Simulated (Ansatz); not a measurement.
# Sn wire along [100], 21 atoms a period, H-terminated: bands by functional, part 2 of 2

Wanted: the relaxed geometry and the bands of the Sn wire along [100], 21 atoms a period, H-terminated.

Ansatz 0.2.0; DFT PBE, plane waves, PAW; relaxation of a wire's period; PAW set soft_1 (the session's first sound run).

So far. Step 2 (Relaxation of atoms and period): The cell's length comes to 6.655 Å with spin left out.

## 3. The perfect wire

This step: DFT PBE, plane waves, PAW; bands of a perfect wire; PAW set soft_1 (Ansatz 0.2.0).

At the relaxed period the bands are computed along the axis; those that cross an energy going forward count the channels that a perfect wire would open there.

Contents of input.yaml:

```yaml
crystal:
  lattice:
    - [18.796, 0.0, 0.0]
    - [0.0, 18.796, 0.0]
    - [0.0, 0.0, 6.6551990828]
  atoms:
    - { symbol: Sn, position: [0.324531966, 0.49999271, 0.0] }
    - { symbol: Sn, position: [0.49999271, 0.324531966, 0.0] }
    - { symbol: Sn, position: [0.49999271, 0.675453454, 0.0] }
    - { symbol: Sn, position: [0.675453454, 0.49999271, 0.0] }
    - { symbol: H, position: [0.193752912, 0.350543603, 0.076904152] }
    - { symbol: H, position: [0.350543603, 0.193752912, 0.076904152] }
    - { symbol: H, position: [0.649441816, 0.806232508, 0.076904152] }
    - { symbol: H, position: [0.806232508, 0.649441816, 0.076904152] }
    - { symbol: Sn, position: [0.23906434, 0.407606771, 0.237519388] }
    - { symbol: Sn, position: [0.407606771, 0.23906434, 0.237519388] }
    - { symbol: Sn, position: [0.412704243, 0.587281176, 0.249838097] }
    - { symbol: Sn, position: [0.587281176, 0.412704243, 0.249838097] }
    - { symbol: Sn, position: [0.592378648, 0.76092108, 0.237519388] }
    - { symbol: Sn, position: [0.76092108, 0.592378648, 0.237519388] }
    - { symbol: H, position: [0.272028249, 0.72795717, 0.352752685] }
    - { symbol: H, position: [0.72795717, 0.272028249, 0.352752685] }
    - { symbol: H, position: [0.175287739, 0.455813093, 0.367601271] }
    - { symbol: H, position: [0.455813093, 0.175287739, 0.367601271] }
    - { symbol: H, position: [0.544172327, 0.824697681, 0.367601271] }
    - { symbol: H, position: [0.824697681, 0.544172327, 0.367601271] }
    - { symbol: Sn, position: [0.325858854, 0.325858854, 0.498263681] }
    - { symbol: Sn, position: [0.325858854, 0.674126565, 0.501736319] }
    - { symbol: Sn, position: [0.49999271, 0.49999271, 0.5] }
    - { symbol: Sn, position: [0.674126565, 0.325858854, 0.501736319] }
    - { symbol: Sn, position: [0.674126565, 0.674126565, 0.498263681] }
    - { symbol: H, position: [0.175287739, 0.544172327, 0.632398729] }
    - { symbol: H, position: [0.455813093, 0.824697681, 0.632398729] }
    - { symbol: H, position: [0.544172327, 0.175287739, 0.632398729] }
    - { symbol: H, position: [0.824697681, 0.455813093, 0.632398729] }
    - { symbol: H, position: [0.272028249, 0.272028249, 0.647247315] }
    - { symbol: H, position: [0.72795717, 0.72795717, 0.647247315] }
    - { symbol: Sn, position: [0.23906434, 0.592378648, 0.762480612] }
    - { symbol: Sn, position: [0.412704243, 0.412704243, 0.750161903] }
    - { symbol: Sn, position: [0.407606771, 0.76092108, 0.762480612] }
    - { symbol: Sn, position: [0.592378648, 0.23906434, 0.762480612] }
    - { symbol: Sn, position: [0.587281176, 0.587281176, 0.750161903] }
    - { symbol: Sn, position: [0.76092108, 0.407606771, 0.762480612] }
    - { symbol: H, position: [0.193752912, 0.649441816, 0.923095848] }
    - { symbol: H, position: [0.350543603, 0.806232508, 0.923095848] }
    - { symbol: H, position: [0.649441816, 0.193752912, 0.923095848] }
    - { symbol: H, position: [0.806232508, 0.350543603, 0.923095848] }
kpoints:
  mp_grid: { grid: [1, 1, 13] }
  band_path: { path: ["Γ", Z], npoints: 90 }
scf:
  occupations: { method: fermi_dirac, width: 0.05 }
hamiltonian:
  xc: pbe
  pseudopotentials: { kind: paw, azcp: { folder: soft_1 } }
output:
  dos: { e_range: [-5, 4] }
  write_potential: true
  write_density: true
  volumetric_format: npy
```

Started as:

```console
$ ansatz run input.yaml --threads 4 --pin off --max-ram 16384MiB --backend cpu --events-out ev --progress --plain --runs-dir out
```

Numbers of over 12 decimals in the logs are rounded to 6 here.

Log:

```text
[...]
Crystal: 41 atoms, lattice volume = 2351.213 Å³
Basis set: ecut = 420 eV, 46011 PW (Γ)
Bands: 198, of which v1, the nominal top of the filled ones, is band 157 counted from 1 (156 counted from 0)
Symmetry: 8 space group operations
[...]
k-points: 7 of 13
[...]
SCF iter   1: F=—  HF=-126824.663287 eV  |F-HF|=—  |Δ(HF+E_count)|=         —  Δρ=2.87e-2  dr2=2.02e1  ethr=3.10e-3  ⟨swp⟩=7.0  Hψ=6441  notcnv=0  defer=60
[...]
SCF iter  10: F=-126819.019079 eV  HF=-126819.019079 eV  |F-HF|=1.95e-8  |Δ(HF+E_count)|=   5.87e-7  Δρ=1.13e-6  dr2=5.55e-8  ethr=3.18e-11  ⟨swp⟩=15.9  Hψ=7795  notcnv=0
SCF 1 converged in 10 iterations: F = -126819.019079 eV  dr2 = 5.55e-8
[...]
NSCF: frozen V_eff on 91 k-points
WARN: pass on a band path, mesh or list of k-points: the 91 k-points are solved 32 at a time at the most, because the 14.40 GiB of host memory that the pass is priced against does not hold them all with the solver's workspace as planned. The pass can take longer, above all where fewer k-points are solved at a time than the run has threads. As a rule a larger memory budget leaves room for more at once. The budget is what a run with no `--max-ram-frac` typed is planned for, 0.8 of the host's memory or its container's limit. More memory there lifts it, and so does a share over 0.88 that is typed (of such a share the budget is ten elevenths): [rest of the remark cut]
WARN: The output density's exchange-correlation potential varies sharply where the density is thin. Do not read a vacuum level from v_tot or v_xc, or from such a field of the output density. On a cell that repeats whose density bears no net charge and no dipole along the vacuum's axis use v_es (v_loc + v_h of the components); under efield.dipole_correction with no amplitude use v_es + v_field, which holds any externa [...]
SCF converged after 10 iterations
Free energy (F): -126819.019079 eV
[...]
Internal energy: -126819.019079 eV  (E = F + TS)
E sigma→0 (E₀):  -126819.019079 eV
Entropy (-TS):   -0.000000 eV (-0.000 meV/atom)
Fermi energy:    -0.580214 eV
[...]
--- Band table (eV; the first three rows and the last of 7) ---
  k-point 0: bands = [... 153 lower, -1.7120, -1.6445, -1.6445, -1.4514, 0.2738, 0.9861, 1.0532, 1.0948, ... 37 higher]
  k-point 1: bands = [... 153 lower, -1.7435, -1.6376, -1.6376, -1.4790, 0.3100, 1.0317, 1.0571, 1.0777, ... 37 higher]
  k-point 2: bands = [... 153 lower, -1.8246, -1.6188, -1.6188, -1.5543, 0.4047, 0.8989, 0.8989, 1.0389, ... 37 higher]
  k-point 6: bands = [... 153 lower, -1.9238, -1.9001, -1.8176, -1.8176, 0.5040, 0.5565, 0.5770, 0.5770, ... 37 higher]
```

Elapsed: 24 min, on 4 threads of Arm Neoverse V1, shared host; peak memory 13 GiB; 1.6 h of CPU time.

Reading the cycles: dr2 is the Hartree energy of the density residual (eV), the measure of convergence; HF is the Harris–Foulkes estimate of the energy, which meets the free energy F at convergence.

Numbers from this step:

- band gap: 1.725 eV

Electronic bands along the path, in eV, zero at the Fermi level; v1 is the highest filled band, c1 the lowest empty one:

```tsv
point	v4	v3	v2	v1	c1	c2	c3	c4
Γ	-1.13	-1.06	-1.06	-0.87	0.85	1.57	1.63	1.68
halfway	-1.36	-1.11	-1.02	-1.02	1.12	1.28	1.28	1.50
Z	-1.36	-1.31	-1.28	-1.28	1.09	1.11	1.16	1.16
```

The gap is 1.73 eV, with spin left out.

The path shows a direct gap of 1.73 eV (valence top at Γ, conduction bottom at Γ).

## 4. Another level of theory, cutoff 500 eV, k-mesh 1×1×10

This step: DFT r2SCAN, plane waves, PAW; bands of a perfect wire at the PBE geometry; PAW set soft_1 (Ansatz 0.2.0).

The atoms stay at the PBE geometry and the functional changes. r2SCAN also reads the kinetic-energy density; it often gives larger moments and wider gaps than PBE, at a higher cost. Against the first PBE run of this kind, the cutoff is 500 eV against 420 and the mesh along the wire has 10 points against 13.

Edit input.yaml of step 3 so:

```diff
@@ -48,3 +48,3 @@
 kpoints:
-  mp_grid: { grid: [1, 1, 13] }
+  mp_grid: { grid: [1, 1, 10] }
   band_path: { path: ["Γ", Z], npoints: 90 }
@@ -53,8 +53,3 @@
 hamiltonian:
-  xc: pbe
+  xc: r2scan
   pseudopotentials: { kind: paw, azcp: { folder: soft_1 } }
-output:
-  dos: { e_range: [-5, 4] }
-  write_potential: true
-  write_density: true
-  volumetric_format: npy
```

Log:

```text
[...]
Crystal: 41 atoms, lattice volume = 2351.213 Å³
Basis set: ecut = 500 eV, 59633 PW (Γ), exchange–correlation on 576×576×200 points (64 copies of the dense FFT grid, shifted against one another)
Bands: 198, of which v1, the nominal top of the filled ones, is band 157 counted from 1 (156 counted from 0)
Symmetry: 8 space group operations
[...]
k-points: 6 of 10
[...]
SCF iter   1: F=—  HF=-127126.088285 eV  |F-HF|=—  |Δ(HF+E_count)|=         —  Δρ=2.73e-2  dr2=1.80e1  dr2_τ=1.42e-1  ethr=3.10e-3  ⟨swp⟩=7.0  Hψ=4840  notcnv=0  defer=63
[...]
SCF iter  10: F=-127122.851076 eV  HF=-127122.851076 eV  |F-HF|=5.85e-8  |Δ(HF+E_count)|=   1.37e-6  Δρ=1.09e-6  dr2=5.76e-8  dr2_τ=1.11e-9  ethr=3.18e-11  ⟨swp⟩=16.2  Hψ=6612  notcnv=0
SCF 1 converged in 10 iterations: F = -127122.851076 eV  dr2 = 5.76e-8
[...]
SCF converged after 10 iterations
Free energy (F): -127122.851076 eV
[...]
Internal energy: -127122.851076 eV  (E = F + TS)
E sigma→0 (E₀):  -127122.851076 eV
Fermi energy:    -0.590199 eV
[...]
--- Band table (eV; the first three rows and the last of 6) ---
  k-point 0: bands = [... 153 lower, -1.9089, -1.8243, -1.8243, -1.6292, 0.4377, 1.0281, 1.1091, 1.1603, ... 37 higher]
  k-point 1: bands = [... 153 lower, -1.9621, -1.8127, -1.8127, -1.6746, 0.4929, 1.1082, 1.1226, 1.1402, ... 37 higher]
  k-point 2: bands = [... 153 lower, -2.0843, -1.7937, -1.7892, -1.7892, 0.6184, 0.9074, 0.9074, 1.0881, ... 37 higher]
  k-point 5: bands = [... 153 lower, -2.1471, -2.1013, -2.0595, -2.0595, 0.6233, 0.6375, 0.6861, 0.6861, ... 37 higher]
```

It took 34 min on 4 threads; peak memory 12 GiB; 2.3 h of CPU time.

This step gave:

| Quantity | Value |
| --- | --- |
| band gap | 2.067 eV |

The electronic bands at the labelled points (eV, zero at the Fermi level; v1 is the highest filled band, c1 the lowest empty one):

```tsv
point	v4	v3	v2	v1	c1	c2	c3	c4
Γ	-1.32	-1.23	-1.23	-1.04	1.03	1.62	1.70	1.75
halfway	-1.55	-1.28	-1.20	-1.20	1.26	1.40	1.40	1.61
Z	-1.56	-1.51	-1.47	-1.47	1.21	1.23	1.28	1.28
```

The gap is 2.07 eV, against 1.73 eV under PBE at the relaxed period.

## 5. Outcome

```yaml
cell_length_pbe: 6.655 Å
gap_pbe: 1.73 eV
gap_r2scan: 2.07 eV
```

In words: Under PBE the cell's length is 6.66 Å, and a gap of 1.73 eV makes it a semiconductor. At the relaxed period the wire is gapped under every functional, from 1.73 eV (PBE) to 2.07 eV (r2SCAN). Weak screening in one dimension makes quasiparticle gaps larger than the semilocal gaps, as a rule.

[Logs are printed without paths, hosts, clocks, repeated set-up lines and the standing remarks that a program may print on its own settings, such as how far it seeks lower states.]

[Hosts, paths, dates, database ids (printed as entryN), source tags and the programs' standing remarks are cut or masked in the printed files.]
